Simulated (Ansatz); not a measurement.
# PbO2 (PbO2, Fm-3m): following an unstable mode

Aim: this structure of PbO2 (PbO2, Fm-3m) is to be tested for unstable modes, and one is followed downhill.

Main program and level: Ansatz 0.2.0; DFT PBEsol, scalar-relativistic, plane waves, PAW; PAW set soft_1.

The database entry behind the starting cell lists a pressure of 16.0 GPa, so it need not match the best structure at ambient conditions.

**1. Set-up**

It takes space group Fm-3m (No. 225, cubic). The conventional cell has a = 5.329 Å, b = 5.329 Å, c = 5.329 Å, α = 90.00°, β = 90.00°, γ = 90.00°. Nearest to Pb lie 8 O at 2.31 Å. Nearest to O lie 4 Pb at 2.31 Å. Farther neighbours and most contacts between anions are not listed.

**2. The dispersion**

The cell comes from relaxations at this level that are not shown. Stability and thermal properties need the whole zone. Linear response on a 4×4×4 q mesh gives force constants as far as a supercell of that size would.

input.yaml

```yaml
crystal:
  lattice:
    - [0.0, 2.6644545098, 2.6644545098]
    - [2.6644545098, 0.0, 2.6644545098]
    - [2.6644545098, 2.6644545098, 0.0]
  atoms:
    - { symbol: Pb, position: [0.0, 0.0, 0.0] }
    - { symbol: O, position: [0.25, 0.25, 0.25] }
    - { symbol: O, position: [0.75, 0.75, 0.75] }
kpoints:
  mp_grid: { grid: [16, 16, 16] }
hamiltonian:
  xc: pbesol
  pseudopotentials: { kind: paw, azcp: { folder: soft_1 }, xc_functional: pbe }
scf:
  occupations: { method: methfessel_paxton, width: 0.2 }
output:
  eigenvalues: true
phonons:
  method: dfpt
  qmesh: [4, 4, 4]
  temperatures: { t_max: 1000, t_step: 50 }
  qpath:
    path:
      - [[0.0, 0.0, 0.0], [0.5, 0.0, 0.5], [0.625, 0.25, 0.625]]
      - [[0.375, 0.375, 0.75], [0.0, 0.0, 0.0], [0.5, 0.5, 0.5], [0.5, 0.25, 0.75], [0.5, 0.0, 0.5]]
    npoints: 10
```

Run with:

```sh
$ ansatz run input.yaml --threads 4 --pin off --max-ram 10240MiB --backend cpu --events-out ev --progress --plain --runs-dir out
```

Numbers of over 12 decimals in the logs are rounded to 6 here.

Log:

```text
Warning: phonons: the dynamical matrix that this run interpolates holds no multipole term above the dipole-dipole one, and a site of this crystal is no centre of inversion, so its interpolated transverse optical and acoustic branches and sound speeds can stay off near Gamma, and the density of states and the thermodynamics with them. What a run solves at a wave vector of phonons.qpoints, Gamma apart, where the deck admits one, is free of this, and under fd what a larger phonons.supercell samples
Engine: ansatz 0.2.0, aarch64-unknown-linux-gnu
Pseudopotentials: kind: paw
Pseudopotential: Pb, paw, valence charge 14, recommended cutoff 420 eV (normal), soft_1/Pb.paw.azcp
Pseudopotential: O, paw, valence charge 6, recommended cutoff 420 eV (normal), soft_1/O.paw.azcp
Functional definition: PBEsol
  exchange = pbesol_x
  correlation = pbesol_c
Crystal: 3 atoms, lattice volume = 37.832 Å³
Basis set: ecut = 420 eV, 725 PW (Γ), exchange–correlation on 54×54×54 points (8 copies of the dense FFT grid, shifted against one another)
Bands: 17, of which v1, the nominal top of the filled ones, is band 13 counted from 1 (12 counted from 0)
Symmetry: 48 space group operations
k-points: 145 of 4096
Non-local potential: Pb, projectors of the file, l = 0: 2, l = 1: 2, l = 2: 2, l = 3: 1
Non-local potential: O, projectors of the file, l = 0: 2, l = 1: 2, l = 2: 1
PAW form: soft (Blöchl's): semilocal exchange-correlation on the pseudo side does not see the compensation charge
PAW frozen core: Pb, regenerated for the run's functional, and the local potential with it (the file was generated under x = pbe(κ = 0.804, μ = 0.219515), c = pbe(β = 0.066725))
PAW frozen core: O, regenerated for the run's functional, and the local potential with it (the file was generated under x = pbe(κ = 0.804, μ = 0.219515), c = pbe(β = 0.066725))
PAW one-centre angular grid: Pb, 590 points (default); XC on 64 Gauss nodes
PAW one-centre angular grid: O, 110 points (default); XC on 64 Gauss nodes
Initial density: superposition of atomic densities (chi_scale 0.1, normalization cell, long waves kept (reshape's long-wave potential 0.00 eV rms))
Initial wavefunctions: pseudopotential atomic-orbital guess
Functional: x = pbesol(κ = 0.804, μ = 0.123457), c = pbesol(β = 0.046)
SCF iter   1: F=—  HF=-12876.463689 eV  |F-HF|=—  |Δ(HF+E_count)|=         —  Δρ=6.71e-2  dr2=1.49e0  ethr=3.10e-3  ⟨swp⟩=6.0  Hψ=12856  notcnv=0
preconditioner: auto → Kerker (q_TF=auto, 2.563 Å⁻¹)  [metal: Δε(μ)=0.015 eV  Ē_g=17.117 eV  σ=0.200 eV  W_gap=0.06  n_scr=14 (ndim 8)  ℏωp=30.8 eV  f_vac=0.002  D(μ)=0.52/eV (n_scr^D=0)]
SCF iter   2: F=—  HF=-12876.253056 eV  |F-HF|=—  |Δ(HF+E_count)|=   2.11e-1  S|Δr|=    0.00e0  Δρ=4.04e-2  dr2=5.56e-1  ethr=3.10e-3  ⟨swp⟩=2.0  Hψ=4161  notcnv=0
SCF iter   3: F=—  HF=-12876.101859 eV  |F-HF|=—  |Δ(HF+E_count)|=   1.51e-1  S|Δr|=    0.00e0  Δρ=5.98e-3  dr2=1.76e-2  ethr=2.14e-3  ⟨swp⟩=2.9  Hψ=4672  notcnv=0
SCF iter   4: F=—  HF=-12876.107103 eV  |F-HF|=—  |Δ(HF+E_count)|=   5.24e-3  S|Δr|=    0.00e0  Δρ=2.16e-3  dr2=2.92e-3  ethr=6.77e-5  ⟨swp⟩=1.2  Hψ=3711  notcnv=0
SCF iter   5: F=—  HF=-12876.109285 eV  |F-HF|=—  |Δ(HF+E_count)|=   2.18e-3  S|Δr|=    0.00e0  Δρ=6.41e-4  dr2=2.46e-4  ethr=1.12e-5  ⟨swp⟩=2.1  Hψ=3317  notcnv=0
SCF iter   6: F=—  HF=-12876.109653 eV  |F-HF|=—  |Δ(HF+E_count)|=   3.67e-4  S|Δr|=    0.00e0  Δρ=1.79e-4  dr2=1.29e-5  ethr=9.45e-7  ⟨swp⟩=2.1  Hψ=3360  notcnv=0
SCF iter   7: F=—  HF=-12876.109668 eV  |F-HF|=—  |Δ(HF+E_count)|=   1.55e-5  S|Δr|=    0.00e0  Δρ=5.05e-5  dr2=5.70e-7  ethr=4.97e-8  ⟨swp⟩=2.0  Hψ=4342  notcnv=0
SCF iter   8: F=—  HF=-12876.109668 eV  |F-HF|=—  |Δ(HF+E_count)|=   8.82e-8  S|Δr|=    0.00e0  Δρ=1.22e-5  dr2=5.99e-8  ethr=2.19e-9  ⟨swp⟩=2.0  Hψ=4147  notcnv=0
SCF iter   9: F=—  HF=-12876.109668 eV  |F-HF|=—  |Δ(HF+E_count)|=   1.88e-8  S|Δr|=    0.00e0  Δρ=3.07e-6  dr2=2.34e-9  ethr=2.31e-10  ⟨swp⟩=2.6  Hψ=4688  notcnv=0
SCF iter  10: F=—  HF=-12876.109668 eV  |F-HF|=—  |Δ(HF+E_count)|=   3.64e-9  S|Δr|=    0.00e0  Δρ=3.68e-7  dr2=3.91e-11  ethr=9.00e-12  ⟨swp⟩=2.3  Hψ=4339  notcnv=0
SCF iter  11: F=-12876.109668 eV  HF=-12876.109668 eV  |F-HF|=2.55e-11  |Δ(HF+E_count)|=  1.46e-10  S|Δr|=    0.00e0  Δρ=9.33e-8  dr2=1.76e-12  ethr=1.00e-12  ⟨swp⟩=8.4  Hψ=14291  notcnv=0
SCF 1 converged in 11 iterations: F = -12876.109668 eV  dr2 = 1.76e-12
  greatest PAW one-centre occupation: 0.986 electrons in one spin orbital (limit 2), on the Pb atom at site 0 (counted from 0), in its partial waves of l = 2
Initial density: read from a saved state, or passed on in memory by an earlier SCF of this step, an earlier step, the calling program or the single point that the run made first
iter 1 solved again at ethr=1.99e-8 eV; its pass at ethr=3.10e-3 eV (dr2=5.17e-6 eV) is discarded
SCF iter   1: F=—  HF=-12876.109668 eV  |F-HF|=—  |Δ(HF+E_count)|=         —  Δρ=7.37e-7  dr2=1.59e-10  ethr=1.99e-8  ⟨swp⟩=4.5  Hψ=21585  notcnv=0
eigensolver tolerance schedule: the retry pair's looser diagonalisation over-reported the residual by 32543.89 of it (diagonalisation noise at 0.26 of the residual, at the tolerance the schedule requests for it); recorded, not acted on — ethr = c·dr2/N_el stays at c = 1.0e-1
preconditioner: auto → Kerker (q_TF=auto, 2.563 Å⁻¹)  [metal: Δε(μ)=0.013 eV  Ē_g=16.902 eV  σ=0.200 eV  W_gap=0.06  n_scr=14 (ndim 8)  ℏωp=30.8 eV  f_vac=0.050  D(μ)=0.65/eV (n_scr^D=0)]
SCF iter   2: F=—  HF=-12876.109668 eV  |F-HF|=—  |Δ(HF+E_count)|=   3.74e-7  S|Δr|=    0.00e0  Δρ=6.22e-7  dr2=1.03e-10  ethr=1.00e-12  ⟨swp⟩=4.2  Hψ=6752  notcnv=0
SCF iter   3: F=—  HF=-12876.109668 eV  |F-HF|=—  |Δ(HF+E_count)|=  1.64e-11  S|Δr|=    0.00e0  Δρ=3.24e-7  dr2=2.79e-11  ethr=1.00e-12  ⟨swp⟩=1.0  Hψ=2465  notcnv=0
SCF iter   4: F=-12876.109668 eV  HF=-12876.109668 eV  |F-HF|=5.46e-12  |Δ(HF+E_count)|=  5.46e-12  S|Δr|=    0.00e0  Δρ=1.10e-7  dr2=3.23e-12  ethr=1.00e-12  ⟨swp⟩=3.1  Hψ=8239  notcnv=0
SCF 2 converged in 4 iterations: F = -12876.109668 eV  dr2 = 3.23e-12
phonons: the bands overlap, so this run is a metal and interpolates without the dipole-dipole term. If the crystal is really an insulator or semiconductor, its LO-TO splitting is missing
NSCF: frozen V_eff on 145 k-points
NSCF: frozen V_eff on 349 k-points
DFPT response loops at q = (0, 0, 0) (fractional): preconditioner auto → Kerker (q_TF=auto, 2.563 Å⁻¹) (partly filled bands, converged f_vac=0.050); β = 1.00, the filter's whole step (`scf.mixing.beta` (0.50) is not read by the response loops under this deck's `scf.mixing.preconditioner`; to damp them name `kerker` or `kerker_dos`, under which they read `scf.mixing.beta`, and type it under 1.00, their step now; both keys bind the ground state too); Broyden in place of MSR1
NSCF: frozen V_eff on 4352 k-points
DFPT response loops at q = (0, 0, 0.25) (fractional): mixed as the last ones told, above
NSCF: frozen V_eff on 2196 k-points
DFPT response loops at q = (0, 0, -0.5) (fractional): mixed as the last ones told, above
NSCF: frozen V_eff on 2320 k-points
DFPT response loops at q = (0, 0.25, 0.25) (fractional): mixed as the last ones told, above
NSCF: frozen V_eff on 8192 k-points
DFPT response loops at q = (0, 0.25, -0.5) (fractional): mixed as the last ones told, above
NSCF: frozen V_eff on 4352 k-points
DFPT response loops at q = (0, 0.25, -0.25) (fractional): mixed as the last ones told, above
NSCF: frozen V_eff on 1242 k-points
DFPT response loops at q = (0, -0.5, -0.5) (fractional): mixed as the last ones told, above
NSCF: frozen V_eff on 2320 k-points
DFPT response loops at q = (0.25, -0.5, -0.25) (fractional): mixed as the last ones told, above
SCF converged after 11 iterations
Stability not checked: this state was not tested for a lower state beside it, because cold or Methfessel-Paxton smearing, or corrected tetrahedra, fill the levels in a way that the test cannot read (fill_not_monotonic; see scf.lower_state_search)
Free energy (F): -12876.109668 eV
Harris-Foulkes:  -12876.109668 eV  (|F-HF|=2.55e-11)
Internal energy: -12876.113667 eV  (E = F + TS)
E sigma→0 (E₀):  -12876.110668 eV
Entropy (-TS):   0.003999 eV (1.333 meV/atom)
Fermi energy:    10.316335 eV
--- Per-component energies (eV) ---
  E_band       = 10.854545
  E_kinetic    = 630.169032
  E_local      = -1424.573543  (includes V_loc(G=0)·N_el)
  E_nonlocal   = 420.106466
  E_hartree    = 536.917956
  E_xc         = -339.737199
  E_vxc        = -312.974958  (∫ρ·V_xc dr)
  E_paw        = -10568.932617  (= ΣΔE_a)
  E_vpaw       = -375.709879  (= ΣTr[D̂ρ^β])
  E_aug_tail   = 0.001506  (compensation charges beyond the density's cutoff)
  E_ewald      = -2130.198013
  E_core_change = 0.132746  (= ΣΔE_core)
  E_smearing   = 0.003999  (= −TS)
  E_closure    = 0.000000  (closes the sum)
  Σ components = -12876.109668   (vs F -12876.109668, Δ=0.00e0)
--- Band table (eV; the first three rows and the last of 145) ---
  k-point 0: bands = [... 9 lower, 8.2828, 8.2828, 9.0344, 9.0344, 9.0344, 17.3128, 17.3128, 17.3128]
  k-point 1: bands = [... 9 lower, 8.2418, 8.2418, 9.0304, 9.0304, 9.5626, 17.2046, 17.4013, 17.4013]
  k-point 2: bands = [... 9 lower, 8.1294, 8.1294, 9.0162, 9.0162, 10.3742, 16.9998, 17.6569, 17.6569]
  k-point 144: bands = [... 9 lower, 7.6072, 7.6072, 9.8958, 10.3560, 12.7806, 19.0910, 19.0910, 19.3383]
--- Phonons (Γ-DFPT): 2 representative perturbations + reference (Σ response iterations 7) ---
  ASR residual: 2.845e-5 → 0.000e0 eV/Å²; symmetrization residual: 3.245e-6 eV/Å²
  ASR residual per site (eV/Å²): 6.17e-6 2.84e-5 2.84e-5
  Γ frequencies (cm⁻¹): 0.00 0.00 0.00 263.89 263.89 263.89 431.57 431.57 431.57
--- Phonons (arbitrary-q DFPT): 8 irreducible q on the 4×4×4 mesh ---
  q = [0.0000, 0.0000, 0.0000] (star 1, of the zone-centre solve; hermiticity 8.95e-7, symmetrization 1.17e-12): -0.00 -0.00 -0.00 263.89 263.89 263.89 431.57 431.57 431.57
  q = [0.0000, 0.0000, 0.2500] (star 8, 2 solved perturbations on 2176 of 4096 k-point pairs; hermiticity 4.11e-7, symmetrization 6.34e-13): 64.03 64.03 100.45 304.01 304.01 399.31 418.06 418.06 435.68
  q = [0.0000, 0.0000, -0.5000] (star 4, 2 solved perturbations on 1098 of 4096 k-point pairs; hermiticity 9.18e-8, symmetrization 2.66e-13): 80.91 80.91 152.24 370.50 370.50 376.75 376.75 431.88 435.97
  q = [0.0000, 0.2500, 0.2500] (star 6, 4 solved perturbations in 3616 linear systems a pass and spin channel, the states on 1160 of 4096 k-point pairs; hermiticity 1.43e-7, symmetrization 4.58e-14): 17.91 17.91 132.79 203.44 203.44 291.42 465.65 465.65 471.48
  q = [0.0000, 0.2500, -0.5000] (star 24, 4 solved perturbations in 12544 linear systems a pass and spin channel, the states on 4096 of 4096 k-point pairs; hermiticity 4.85e-8, symmetrization 1.33e-13): 80.73 102.08 110.38 145.46 214.69 270.23 461.60 474.93 510.76
  q = [0.0000, 0.2500, -0.2500] (star 12, 4 solved perturbations in 6672 linear systems a pass and spin channel, the states on 2176 of 4096 k-point pairs; hermiticity 2.55e-7, symmetrization 3.49e-13): -38.79 82.19 132.90 143.82 325.57 363.85 406.89 457.16 495.39
  q = [0.0000, -0.5000, -0.5000] (star 3, 4 solved perturbations in 1940 linear systems a pass and spin channel, the states on 621 of 4096 k-point pairs; hermiticity 5.84e-8, symmetrization 5.67e-14): -229.04 -69.95 -69.95 92.87 92.87 177.98 489.46 489.46 538.52
  q = [0.2500, -0.5000, -0.2500] (star 6, 4 solved perturbations in 3498 linear systems a pass and spin channel, the states on 1160 of 4096 k-point pairs; hermiticity 2.95e-7, symmetrization 1.20e-13): -189.04 -148.99 95.33 134.27 134.27 385.40 385.40 514.48 518.71
  sum rule: each row above includes the acoustic sum rule's correction from the zone centre's row sums; it moved no ω² by more than (0.70 cm⁻¹)²
  mesh force constants: q→R imaginary residual 5.73e-18; ASR residual 2.845e-5 → 0.000e0 eV/Å²; symmetrization residual 8.882e-15 eV/Å²
  interpolated dispersion: 62 rows × 9 modes
  density of states and harmonic sums: on the 20×20×20 q-mesh, interpolated from the force constants of a 4×4×4 supercell (no non-analytic term)
  largest difference from the sums on the solved wave vectors: F 1.62e-2 eV, S 2.05e-5 and C_V 6.59e-6 eV/K
  zero-point energy: 0.146132 eV/cell   skipped modes (ω ≤ 0): 142, of them read as no rigid motion or as one in doubt: 139 (5.126e-1 modes/cell left out, lowest -229.04 cm⁻¹)   left out of the sums: 5.70e-2 of the cell's modes: C_V's classical limit lies that fraction below 3 k_B per atom; for a crystal, a wire or a layer, F and S can be off by more, and a phonons.interpolated_qmesh denser along its periods is the remedy for the sampling
```

It took 12 min on 4 threads of Arm Neoverse V1, shared host; peak memory 5.2 GiB; 48 min of CPU time.

Numbers from this step:

```
volume per atom                                         : 12.61 Å³
gap on the k-mesh                                       : 0 eV
sum-rule residual before enforcement                    : 2.84e-5 eV/Å²
lowest frequency on the path                            : -229.0 cm⁻¹
point group                                             : m-3m
highest frequency on the path or at a solved wavevector : 538.5 cm⁻¹
highest optical mode at the zone centre (no LO-TO term) : 431.6 cm⁻¹
lowest optical zone-centre mode                         : 263.9 cm⁻¹
lowest mode on the q mesh (acoustic modes at Γ apart)   : -229.0 cm⁻¹
```

Frequencies (cm⁻¹) solved at each irreducible wavevector; negative means imaginary. Frequencies by wavevector, by row:

```tsv
q in reciprocal lattice units	star	mode 1	mode 2	mode 3	mode 4	mode 5	mode 6	mode 7	mode 8	mode 9
0 0 0	1	0	0	0	263.9	263.9	263.9	431.6	431.6	431.6
0 0 0.25	8	64	64	100.5	304	304	399.3	418.1	418.1	435.7
0 0 -0.5	4	80.9	80.9	152.2	370.5	370.5	376.8	376.8	431.9	436
0 0.25 0.25	6	17.9	17.9	132.8	203.4	203.4	291.4	465.6	465.6	471.5
0 0.25 -0.5	24	80.7	102.1	110.4	145.5	214.7	270.2	461.6	474.9	510.8
0 0.25 -0.25	12	-38.8	82.2	132.9	143.8	325.6	363.9	406.9	457.2	495.4
0 -0.5 -0.5	3	-229	-70	-70	92.9	92.9	178	489.5	489.5	538.5
0.25 -0.5 -0.25	6	-189	-149	95.3	134.3	134.3	385.4	385.4	514.5	518.7
```

Interpolated from a 4×4×4 q mesh. Phonon branches along the path, in cm⁻¹:

```tsv
point	branch 1	branch 2	branch 3	branch 4	branch 5	branch 6	branch 7	branch 8	branch 9
Γ	0	0	0	264	264	264	432	432	432
halfway	18	18	133	203	203	291	466	466	472
X	-229	-70	-70	93	93	178	490	490	538
halfway	-222	76	92	101	103	181	484	488	536
U	-197	90	118	145	183	245	468	481	528
jump to K	-197	90	118	145	183	245	468	481	528
halfway	38	75	118	202	361	372	396	434	476
Γ	0	0	0	264	264	264	432	432	432
halfway	64	64	100	304	304	399	418	418	436
L	81	81	152	370	370	377	377	432	436
halfway	84	112	131	183	196	391	392	490	493
W	-189	-149	95	134	134	385	385	514	519
halfway	-216	-98	95	106	157	233	464	499	533
X	-229	-70	-70	93	93	178	490	490	538
```

The phonon branches as a text plot (rows in cm⁻¹):

```
    523 |        ************                           *********
    491 |       ************ ****                    ****   *****
    459 |   *****        ******* ***               **        **
    427 |*** **             *** * *****************         *
    395 |  **                  *****        * *** **********
    363 |                    **** **       *   ****        *
    331 |  * **             *  * *  *     *  **    *
    299 | *    *           * **   **     * **       *       *
    267 |***                *       *******         *        *
    235 |   *** *        ***     ***                 *
    203 |      *        *       *                     *       *
    171 |       ******** **    *                      **     * **
    139 |      ***      ********              ********* ***** *
    107 |    **  **********     **          **      *************
     75 |  **          * ***********      **************       *
     43 | *                    *******   ***
     11 |********                 *******
    -21 |        *
    -53 |         *** *      **                         *       *
    -85 |            *                                  *     ***
   -117 |                   *                               **
   -149 |         **                                     ***
   -181 |                 **                             ***
   -213 |           ******                                  *****
         Γ           X  U|K            Γ         L        W     X
```

Symmetry leaves 8 wavevectors to solve. The lowest mode among them, the acoustic zeros apart, lies at q = (0, -0.5, -0.5) and is imaginary, 229.0i cm⁻¹, so the energy falls along it.

**3. The mode frozen in, largest atomic shift 0 Å**

The mode followed lies at q = (0, -0.5, -0.5) with frequency 229.0i cm⁻¹, the softest among the wavevectors solved. At small amplitude the distorted cell has space group no. 137 by a symmetry search on the positions. The undistorted cell that holds it gives the zero of energy on the same k mesh.

System of this step: PbO2. The structure is cubic, space group Fm-3m (No. 225). The conventional cell has a = 5.329 Å, b = 5.329 Å, c = 5.329 Å, α = 90.00°, β = 90.00°, γ = 90.00°. Pb has 8 O at 2.31 Å nearest. Nearest to O lie 4 Pb at 2.31 Å. Farther neighbours and most contacts between anions are not listed.

input.yaml, the sections that differ from step 2:

```yaml
crystal:
  lattice:
    - [0.0, -2.6644545098, -2.6644545098]
    - [0.0, 2.6644545098, -2.6644545098]
    - [5.3289090196, 0.0, 0.0]
  atoms:
    - { symbol: Pb, position: [0.5, 0.5, 0.5] }
    - { symbol: Pb, position: [0.0, 0.0, 0.0] }
    - { symbol: O, position: [0.0, 0.5, 0.75] }
    - { symbol: O, position: [0.5, 0.0, 0.25] }
    - { symbol: O, position: [1.0, 0.5, 0.25] }
    - { symbol: O, position: [0.5, 0.0, 0.75] }
kpoints:
  mp_grid: { grid: [10, 10, 8] }
output:
  forces: true
  stress: true
  eigenvalues: true
# hamiltonian, scf: as in step 2
# phonons: removed
```

Log:

```text
[...]
Crystal: 6 atoms, lattice volume = 75.663 Å³
Basis set: ecut = 420 eV, 1465 PW (Γ), exchange–correlation on 54×54×72 points (8 copies of the dense FFT grid, shifted against one another)
Bands: 32, of which v1, the nominal top of the filled ones, is band 26 counted from 1 (25 counted from 0)
Symmetry: 32 space group operations
[...]
k-points: 105 of 800
[...]
k-point 0: bands = [... 22 lower, 9.0346, 9.0346, 10.0552, 10.1919, 10.1919, 12.1414, 16.6890, 17.3128, ... 2 higher]
  k-point 1: bands = [... 22 lower, 9.1395, 9.5558, 9.9745, 10.1570, 10.1570, 12.1271, 16.4642, 17.0611, ... 2 higher]
  k-point 2: bands = [... 22 lower, 9.3315, 9.7515, 10.0580, 10.0580, 10.3167, 12.0615, 16.0515, 16.5364, ... 2 higher]
  k-point 104: bands = [... 22 lower, 9.8961, 9.8961, 10.3562, 10.3562, 12.7807, 12.7807, 19.0910, 19.0910, ... 2 higher]
[key lines of the parts left out:]
SCF converged after 8 iterations
Free energy (F): -25752.219414 eV
Fermi energy:    10.317122 eV
P = ⅓ Tr σ = 0.0036 GPa (0.036 kbar)
```

Run time: 4.3 s. Hardware: 4 threads; peak memory 0.47 GiB; 16 s of CPU time.

Numbers from this step:

- pressure: 0.003607 GPa
- energy from the undistorted cell: 0 meV/atom

The run ends at a pressure of 0.00 GPa.

(Part 1 of 2 ends here.)

[Logs are printed without paths, hosts, clocks, repeated set-up lines and the standing remarks that a program may print on its own settings, such as how far it seeks lower states.]

[Hosts, paths, dates, database ids (printed as entryN), source tags and the programs' standing remarks are cut or masked in the printed files.]
